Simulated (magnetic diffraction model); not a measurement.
# Moment size from magnetic intensity in Er2AlV2Si2

Space group C2/m (no. 12), a = 9.8490 Å, b = 3.9520 Å, c = 6.4940 Å, β = 100.72°.

```
site  atom       x    y       z
  4i    Er  0.8833  1/2  0.6695
  4i     V  0.6926    0  0.8674
  4i    Si  0.9101    0  0.3678
  2a    Al       0    0       0
```

This is a made-up structure (elements placed in a structure type, unrelaxed), so the numbers test the method and describe no known phase.

Only Er is taken to order (form factors of Er3+); orders and moment sizes are assumed, and not adapted to the symmetry. Radiation: neutrons of λ = 4.2 Å, 3° to 80°; isotropic B of 0.12 Å² (Er), 0.21 Å² (V), 0.17 Å² (Si) and 0.21 Å² (Al). The intensities are simulated: I ∝ L Σ (|F_N|² + |F_M⊥|²) for unpolarised neutrons, with F_M = 2.695 fm/μB × Σ f(s) S exp(2πi Q·r) exp(−B s²) at Q = H ± k (one set where k and −k are equivalent), only the part normal to Q counting and L = 1/(sin²θ cos θ). For collinear order S is the moment m, which repeats by lattice and centring translations R with the sign exp(−2πi k·R). Form factors are spin-only for 3d ions and dipole or tabulated for f ions, scattering lengths are Sears's of 1992, and absorption is left out. A label names one of the reflections at its angle. The strongest nuclear line in the range is 100, and lines under 0.2 are left out.

In a first state the assumed order is k = (0 1 0), collinear moments along [010], 6.7 μB on Er; signs + at (0.8833, 1/2, 0.6695), + at (0.6167, 0, 0.3305), with this pattern:

```
2θ (°)     index  nuclear  magnetic
 25.07   (1 0 0)      0.0    1222.8
 38.43   (0 0 1)    100.0       0.0
 42.07  (1 0 -1)      0.0     955.1
 50.50   (1 0 1)      0.0      76.2
 51.45   (2 0 0)     48.7       0.0
 59.14  (2 0 -1)     37.9       0.0
 70.06   (1 1 0)      0.5       0.0
 72.52   (2 0 1)     20.8       0.0
 77.37   (0 1 1)      0.0     150.3
 79.77  (1 1 -1)     43.9       0.0
```

**Question.** Nearer the ordering temperature the line at 25.07° has total intensity 305.7 on the same scale, and all moments have shrunk alike. How large is the Er moment?

The nuclear part, 0.0, stays, so the magnetic part is 305.7 against 1222.8. It goes as m², so m = 6.7 × √(305.7/1222.8) = 3.35 μB; the value used was 3.35 μB.

[Logs are printed without paths, hosts, clocks, repeated set-up lines and the standing remarks that a program may print on its own settings, such as how far it seeks lower states.]
